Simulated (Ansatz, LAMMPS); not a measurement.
## Structural relaxation of amorphous Ge at 5.66 g/cm^3 (72 atoms)

Wanted: the relaxed structure of amorphous Ge at 5.66 g/cm^3 (72 atoms) and its electronic structure.

Method: Kohn-Sham DFT, PBE, PAW (set soft_2), plane waves, in Ansatz 0.2.0.

Most raw output is cut from this account.

In doubt: a hybrid run on one k-point (step 7), which bears on gaps, levels and energies.

### Step 1. The structure

The cell holds 72 atoms: 72 Ge. Its edges and angles: a = 11.536 Å, b = 11.536 Å, c = 11.536 Å, α = 90.0°, β = 90.0°, γ = 90.0°. 72 atoms (72 Ge) placed at random at 5.66 g/cm³, melted at 3500 K for 10 ps at fixed volume with the Tersoff potential (Tersoff, Phys. Rev. B 39, 5566 (1989)). Quenched from 3500 K to 300 K at 20 K/ps and fixed volume, annealed at 800 K for 20 ps, held 5 ps, then minimised at fixed cell. The density is one point of a scan and needn't be that of the real material.

Before any run, some limits are plain. The quench rate of 20 K/ps is many orders above laboratory rates, so the cell is likely richer in defects and strain than a real sample. The network of bonds at the start is that of the classical potential that made the cell. Sampling is at Γ alone, for a cell whose shortest periodic width is 12 Å.

### Step 2. The classical run that made the cell

A classical potential supplies the starting structure, since it reaches far longer times than DFT.

This step: classical MD, Tersoff potential (Tersoff, Phys. Rev. B 39, 5566 (1989)) (LAMMPS 22 Jul 2025 - Update 4).

File in.lmp:

```
# melt-quench of Ge72
units metal
atom_style atomic
boundary p p p
region box block 0 11.5362 0 11.5362 0 11.5362
create_box 1 box
mass 1 72.6300   # Ge
create_atoms 1 random 72 29131 NULL overlap 2.0 maxtry 2000
pair_style tersoff
pair_coeff * * SiCGe.tersoff Ge
neigh_modify delay 0 every 1 check yes
thermo_style custom step time temp pe press density
thermo_modify norm yes
timestep 0.001
thermo 100
min_style cg
minimize 1e-4 1e-4 200 2000
reset_timestep 0
velocity all create 3500 29132 mom yes dist gaussian
fix lim all nve/limit 0.05
fix lan all langevin 3500 3500 0.1 29133 zero yes
thermo 500
run 1000 post no
unfix lim
unfix lan
thermo 1666
fix md all nvt temp 3500 3500 0.1
run 10000 post no
unfix md
thermo 16000
fix md all nvt temp 3500 300 0.1
run 160000 post no
unfix md
thermo 2500
# [... 11 lines left out ...]
thermo 2500
fix md all nvt temp 300 300 0.1
run 5000 post no
unfix md
thermo 100
min_style cg
minimize 0 1e-3 2000 20000
write_dump all custom glass.dump id type xs ys zs modify sort id
```

On the command line:

```
> lmp -in in.lmp -log none -nocite
```

Elapsed: 36 s, on 1 thread of Intel Xeon Platinum 8375C at 2.90GHz (Ice Lake), shared host; peak memory 0.071 GiB.

### Step 3. Single point at the start

A single point comes first, to see the forces before anything moves.

File input.yaml:

```yaml
crystal:
  lattice:
    - [11.5362, 0.0, 0.0]
    - [0.0, 11.5362, 0.0]
    - [0.0, 0.0, 11.5362]
  atoms:
    - { symbol: Ge, position: [0.99786, 0.81567, 0.73394] }
    - { symbol: Ge, position: [0.8567, 0.50382, 0.51203] }
    - { symbol: Ge, position: [0.81969, 0.6931, 0.64675] }
    - { symbol: Ge, position: [0.33681, 0.20924, 0.37513] }
    - { symbol: Ge, position: [0.44835, 0.1342, 0.53947] }
    - { symbol: Ge, position: [0.22174, 0.03684, 0.34884] }
    - { symbol: Ge, position: [0.95809, 0.84152, 0.25226] }
    - { symbol: Ge, position: [0.96658, 0.83386, 0.46273] }
[... 60 atom lines left out ...]
    - { symbol: Ge, position: [0.91696, 0.4824, 0.00717] }
    - { symbol: Ge, position: [0.4961, 0.22628, 0.2163] }
    - { symbol: Ge, position: [0.5561, 0.90587, 0.31576] }
    - { symbol: Ge, position: [0.50289, 0.08619, 0.03715] }
kpoints:
  mp_grid: { grid: [1, 1, 1] }
hamiltonian:
  xc: pbe
scf:
  occupations: { method: fermi_dirac, width: 0.025 }
output:
  forces: true
```

On the command line:

```
> ansatz run input.yaml --threads 4 --pin off --max-ram 8192MiB --backend cpu --events-out ev --progress --plain --runs-dir out
```

Elapsed: 18 s, on 4 threads of Intel Xeon Platinum 8375C at 2.90GHz (Ice Lake), shared host; peak memory 2.4 GiB; 66 s of CPU time.

Numbers from this run:

```
free energy            : -309216.0832 eV
free energy per atom   : -4294.6678 eV/atom
SCF cycles             : 11
r.m.s. force component : 0.2562 eV/Å
longest force          : 0.8012 eV/Å
Fermi energy           : 9.149 eV
```

The r.m.s. force component of 0.26 eV/Å sets the starting point.

Neighbours are counted within 2.93 Å (Ge-Ge).

Length of the force by element and coordination:

| element | coordination | atoms | mean length of the force (eV/Å) | spread | least | most |
| --- | --- | --- | --- | --- | --- | --- |
| Ge | all | 72 | 0.412 | 0.165 | 0.0685 | 0.801 |
| Ge | 4 | 44 | 0.421 | 0.168 | 0.0685 | 0.801 |
| Ge | 5 | 28 | 0.398 | 0.158 | 0.145 | 0.739 |

### Step 4. Relaxation

With the cell held, the atoms are moved downhill towards a nearby minimum.

input.yaml, as its differences from that of step 3:

```diff
@@ -15 +15,4 @@
   forces: true
+relax:
+  f_tol: 0.04
+  max_steps: 250
```

Elapsed: 5 min, on 4 threads; peak memory 2.5 GiB.

Step by step (22 of 27):

```csv
step,energy less that of the first step (eV),largest force component (eV/Å)
1,0.0000,0.7932
2,-1.3684,0.4107
3,-1.8773,0.2635
5,-2.3159,0.2104
6,-2.4707,0.2083
7,-2.5752,0.3029
8,-2.6981,0.2782
10,-2.9476,0.1653
11,-3.0278,0.1960
12,-3.0852,0.1855
13,-3.1559,0.1628
15,-3.3602,0.2870
16,-3.5126,0.1953
17,-3.7235,0.1807
18,-3.9193,0.1992
20,-4.3159,0.1753
21,-4.4657,0.1273
22,-4.5974,0.1434
23,-4.6877,0.1625
25,-4.7735,0.0823
26,-4.7840,0.0369
27,-4.7840,0.0369
```

The atoms that moved most (Å):

```
atom      dx      dy      dz  length
Ge26  -0.041  -1.567   0.378   1.612
Ge72   1.000   1.090  -0.383   1.528
Ge54  -0.547   0.895   0.890   1.376
Ge31   0.440   0.848   0.941   1.341
Ge38   0.657   1.107   0.329   1.329
Ge30   1.116  -0.190   0.270   1.164
Ge18  -0.790  -0.632  -0.459   1.111
Ge12   0.776   0.771  -0.171   1.107
```

The relaxation changed the energy by -66.4 meV/atom, and atoms moved by 0.63 Å r.m.s., 1.6 Å at most.

### Step 5. Structure statistics after relaxation

Bonds before and after, by the cutoffs listed below:

```csv
pair,bonds before,bonds after,mean before (Å),mean after (Å),spread before (Å),spread after (Å)
Ge-Ge,158,155,2.530,2.547,0.079,0.097
```

Density 5.66 g/cm³, 21.32 Å³ an atom.

Pair distribution function in bins of 0.2 Å:

```
r (Å)  total
 2.40   2.40
 2.60   2.85
 2.80   0.37
 3.00   0.21
 3.20   0.48
 3.40   0.73
 3.60   1.24
 3.80   1.57
 4.00   1.46
 4.20   1.34
 4.40   1.12
 4.60   0.85
 4.80   0.84
 5.00   0.67
 5.20   0.62
 5.40   0.84
 5.60   0.94
```

Bonds by pair of elements; cutoffs follow the first minimum of g(r), held within bounds set by covalent radii, and pairs that aren't listed don't count as bonded:

```csv
pair A-B,cutoff (Å),bonds,mean length (Å),spread (Å),shortest (Å),B about A,A about B
Ge-Ge,2.93,155,2.55,0.097,2.43,4.31,4.31
```

How many atoms have how many bonded neighbours:

```
element  mean  3   4   5  6
     Ge  4.31  1  50  19  2
```

Bond angles (no mean is given where the spread exceeds 20°):

```csv
angle,count,mean (°),spread (°)
Ge-Ge-Ge,523,-,-
```

Bond length by coordination (bonds to H left out):

```
element  coordination  atoms  mean bond length (Å)
     Ge             3      1                  2.62
     Ge             4     50                  2.52
     Ge             5     19                  2.60
     Ge             6      2                  2.63
```

Rings of the network by King's shortest-path rule, up to 12 atoms, one path for each pair of neighbours; H, halogens, alkali and alkaline-earth atoms are left out, and the last column divides by all other atoms, bonded or not:

| ring size (atoms) | rings | per network atom |
| --- | --- | --- |
| 3 | 3 | 0.042 |
| 4 | 11 | 0.153 |
| 5 | 57 | 0.792 |
| 6 | 65 | 0.903 |
| 7 | 39 | 0.542 |
| 8 | 7 | 0.097 |

The first maximum of g(r) stands at about 2.5 Å. Counting bonds as in the table, 69 % of Ge atoms have 4 bonded neighbours. Bonds at Ge atoms with 4 neighbours average 2.52 Å, against 2.60 Å at those with 5. Rings of 6 atoms are the most common (36 % of those counted); sizes run from 3 to 8.

### Step 6. Single point at the relaxed geometry

One more single point at the end of the walk gives the fuller output and checks the residual forces.

File input.yaml:

```yaml
crystal:
  lattice:
    - [11.5362, 0.0, 0.0]
    - [0.0, 11.5362, 0.0]
    - [0.0, 0.0, 11.5362]
  atoms:
    - { symbol: Ge, position: [0.05144, 0.81605, 0.72578] }
    - { symbol: Ge, position: [0.83565, 0.49335, 0.51162] }
    - { symbol: Ge, position: [0.83547, 0.68692, 0.62865] }
    - { symbol: Ge, position: [0.31248, 0.22139, 0.34295] }
    - { symbol: Ge, position: [0.4312, 0.12938, 0.49138] }
    - { symbol: Ge, position: [0.18972, 0.04946, 0.30639] }
    - { symbol: Ge, position: [0.9347, 0.88039, 0.22997] }
    - { symbol: Ge, position: [0.98385, 0.82037, 0.42805] }
[... 60 atom lines left out ...]
    - { symbol: Ge, position: [0.9489, 0.50322, 0.02237] }
    - { symbol: Ge, position: [0.49457, 0.22183, 0.20661] }
    - { symbol: Ge, position: [0.51087, 0.96062, 0.3744] }
    - { symbol: Ge, position: [0.58959, 0.18066, 0.00398] }
kpoints:
  mp_grid: { grid: [1, 1, 1] }
hamiltonian:
  xc: pbe
scf:
  occupations: { method: fermi_dirac, width: 0.025 }
output:
  forces: true
  stress: true
  populations: true
  dos:
    method: { smearing: { sigma: 0.08 } }
    de: 0.05
    projected: { site_lists: { Ge: [Ge] } }
  eigenvalues: true
  write_density: true
  write_potential: true
  volumetric_format: npy
```

It took 25 s on 4 threads; peak memory 2.5 GiB.

The run gave:

| Property | Result |
| --- | --- |
| free energy | -309220.8672 eV |
| free energy per atom | -4294.7343 eV/atom |
| SCF cycles | 13 |
| pressure | 4.653 GPa |
| r.m.s. force component | 0.01341 eV/Å |
| longest force | 0.04618 eV/Å |
| Fermi energy | 9.097 eV |
| gap (highest filled to lowest empty level) | 0.3628 eV |
| spilling of the projection | 0.001757 |

The mean of these charges, 0.025 e, is only the charge that the projection spills.

Löwdin charges by element and coordination (they lack the spilled electrons, 0.025 e an atom on average):

| element | coordination | atoms | mean charge (e) | spread | least | most |
| --- | --- | --- | --- | --- | --- | --- |
| Ge | all | 72 | 0.0246 | 0.0276 | -0.0375 | 0.0935 |
| Ge | 3 | 1 | 0.0449 | 0 | 0.0449 | 0.0449 |
| Ge | 4 | 50 | 0.0288 | 0.0269 | -0.0375 | 0.0935 |
| Ge | 5 | 19 | 0.0152 | 0.0274 | -0.0327 | 0.0706 |
| Ge | 6 | 2 | -0.0028 | 0.0052 | -0.0079 | 0.0024 |

Density of states as counts of states in windows of 1 eV (from the Fermi level), total and the larger projections:

```csv
from (eV),to (eV),total,Ge p,Ge s
-18,-13,0.0,0.0,0.0
-13,-12,3.8,0.5,3.3
-12,-11,15.0,4.5,10.4
-11,-10,23.8,7.7,16.0
-10,-9,15.0,4.7,10.2
-9,-8,24.4,7.8,16.5
-8,-7,22.6,8.8,13.7
-7,-6,17.0,8.1,8.8
-6,-5,17.1,9.6,7.5
-5,-4,14.9,11.6,3.2
-4,-3,24.2,21.0,3.0
-3,-2,39.8,34.9,4.6
-2,-1,44.9,40.5,3.9
-1,0,25.5,21.9,3.2
0,1,21.5,16.2,4.6
1,2,30.6,22.5,6.3
2,3,36.0,26.5,6.6
3,4,42.3,31.7,5.6
4,5,39.6,28.9,3.8
```

Between -25 and -18 eV lie 720 more states.

The levels nearest the highest filled one (over half full), pooled over k-points and spins:

```
level less the highest filled one (eV)  occupation
                                -0.406           2
                                -0.344           2
                                -0.303           2
                                -0.221           2
                                -0.141           2
                                     0        2.00
                                 0.363       0.001
                                 0.498           0
                                 0.542           0
                                 0.599           0
                                 0.727           0
                                  0.76           0
```

Electrostatic potential energy in the ab plane at fractional z = 0.504, with atoms of Ge within 0.2 Å of it. With pseudopotentials it is smooth inside the atoms' cores, unlike the true potential.

Values in eV, 13 rows by 16 columns, each cell a mean:
```
 10  -7 -27 -15   9  12  11   9   9  11  12   3 -13  -6   9  11
  6   2 -12  -3   6   9   7 -10  -7   9  11  -4 -27 -19   6   5
  2  10  10  -1 -23 -15   4  -8  -6   4  -3   2   1   4   8  -1
  8  10  10   0 -20 -12   8  10   8 -11 -28 -14   8  10  10   9
-12   1   9  10   9  10  12  11  10   1 -11   0  10  10  10   1
-10   2  11  12  12  12   9   7   7  10  11  11   3  -7   2   1
  9  11  11   9  10  10   2   3   9  12  12  10 -12 -28 -13   8
-10   5   4 -14  -5   9   8   9  11  12  12  11   4  -5   2  -5
-27  -4   5  -8  -1  10  12  12  10   4   6  11  12  12   6 -21
 -2   8  12  11  11  11  11  10   2 -22 -18   7  12  12   9  -1
 -1  11  12  12  12   7 -12 -13   2  -8  -5   5   7   8 -11 -21
 -2  11  12  12  12   4 -22 -23   3  11   8  -8  -9   5 -12 -22
 10   8   1   6  12  11   5   5  10  12  11   4   3   9   9   7
```
Columns run along a (11.5 Å; values clipped at the 3rd and 97th percentile), rows up along b (11.5 Å). Atoms in or near the plane, at fractional coordinates: Ge at (0.84, 0.49), Ge at (0.43, 0.13), Ge at (0.95, 0.14), Ge at (0.00, 0.35), Ge at (0.29, 0.77), Ge at (0.79, 0.89), Ge at (0.65, 0.71), Ge at (0.16, 0.94).

Valence density in the ab plane at fractional z = 0.504, with atoms of Ge within 0.2 Å of it. It is the smooth field of the valence electrons, not physical close to the nuclei.

Ten steps, logarithmic in the rise over the least value, from '0' (0 e/Å³) to '9' (36 e/Å³), each cell a mean:
```
00136741000000000000000112110000
00138962100000011000001257521000
11124431100001122100001379731101
11111111111111243210001245421111
11000012464211222111111111111111
10000013797311111112553110000011
10000012454110000114995210000000
11110001111000000013674110000001
33211000000000000011221100000011
33210000000000011000000000111112
11100000000001111000000012332111
00000000000011111000000014884110
00000011100011110000000014884110
11100122210000000000000011332111
64211134310000000000000000001125
97311122210000000001100000000137
64210011100000000122210000000124
11000000000000001146521000000111
10000000000011111136521000001122
21000000000124521112211110012465
31000000000148952100111221112697
21000000000136741000011221111354
10000000000011210000001111100111
00011210000000000000000111000000
```
Columns run along a (11.5 Å), rows up along b (11.5 Å). Atoms in or near the plane, at fractional coordinates: Ge at (0.84, 0.49), Ge at (0.43, 0.13), Ge at (0.95, 0.14), Ge at (0.00, 0.35), Ge at (0.29, 0.77), Ge at (0.79, 0.89), Ge at (0.65, 0.71), Ge at (0.16, 0.94).

Löwdin charges run from -0.04 to +0.09 e, about a mean that is the spilled charge alone. Within 0.4 eV of the Fermi level the largest share is Ge p (82 % of the projected weight).

Local excerpt of 8 atoms (numbers count through the whole input) about Ge40, picked at random; x, y, z are measured from there.

```
atom      x      y      z  distance (Å)  bonds  Löwdin charge (e)
Ge40   0.00   0.00   0.00          0.00      5               0.03
Ge27   2.20   0.45   1.10          2.50      4               0.03
Ge39   0.27  -2.53   0.80          2.67      5               0.03
Ge66   1.59   0.44  -2.28          2.81      5               0.02
 Ge7  -1.67   2.28   0.18          2.84      5               0.03
Ge62  -0.66  -0.84   2.72          2.92      5               0.03
Ge53   0.36   2.67  -1.40          3.03      3               0.04
 Ge8  -1.10   1.59   2.47          3.14      4               0.02
```

The column of bonds counts only the pairs Ge-Ge within 2.93 Å; other neighbours, such as metal atoms beside each other in a compound, aren't counted, and periodic images can show an atom twice.

### Step 7. Functional HSE06

HSE06 mixes in a quarter of exact exchange at short range, which counters self-interaction, at a higher cost.

This step: Kohn-Sham DFT, HSE06, PAW (set soft_2), plane waves (Ansatz 0.2.0).

input.yaml, as its differences from that of step 6:

```diff
@@ -10,3 +10,3 @@
 hamiltonian:
-  xc: pbe
+  xc: hse06
 scf:
@@ -22,4 +22 @@
   eigenvalues: true
-  write_density: true
-  write_potential: true
-  volumetric_format: npy
```

Run time: 8.6 min. Hardware: 4 threads; peak memory 6.2 GiB.

The program notes that the gap may close elsewhere in the zone, the exchange threshold is loose for the stress and the SCF threshold is loose for the stress.

Geometry and reference: those of the single point at the relaxed geometry.

Forces differ from those of the single point at the relaxed geometry by 91 meV/Å r.m.s.; the pressure by -2.4 GPa and the gap by +0.16 eV. It took 8.6 min and 38 cycles; the reference's time can't be set against it, since the two runs asked for unlike analyses.

Numbers from this run:

```yaml
free_energy: -309279.6834 eV
free_energy_per_atom: -4295.5512 eV/atom
scf_cycles: 38
pressure: 2.213 GPa
r_m_s_force_component: 0.09173 eV/Å
longest_force: 0.314 eV/Å
fermi_energy: 9.025 eV
spacing_of_highest_filled_and_lowest_empty_level: 0.5256 eV
spilling_of_the_projection: 0.001852
```

(Continued in part 2 of 2.)

[Logs are printed without paths, hosts, clocks, repeated set-up lines and the standing remarks that a program may print on its own settings, such as how far it seeks lower states.]

[Hosts, paths, dates, database ids (printed as entryN), source tags and the programs' standing remarks are cut or masked in the printed files.]
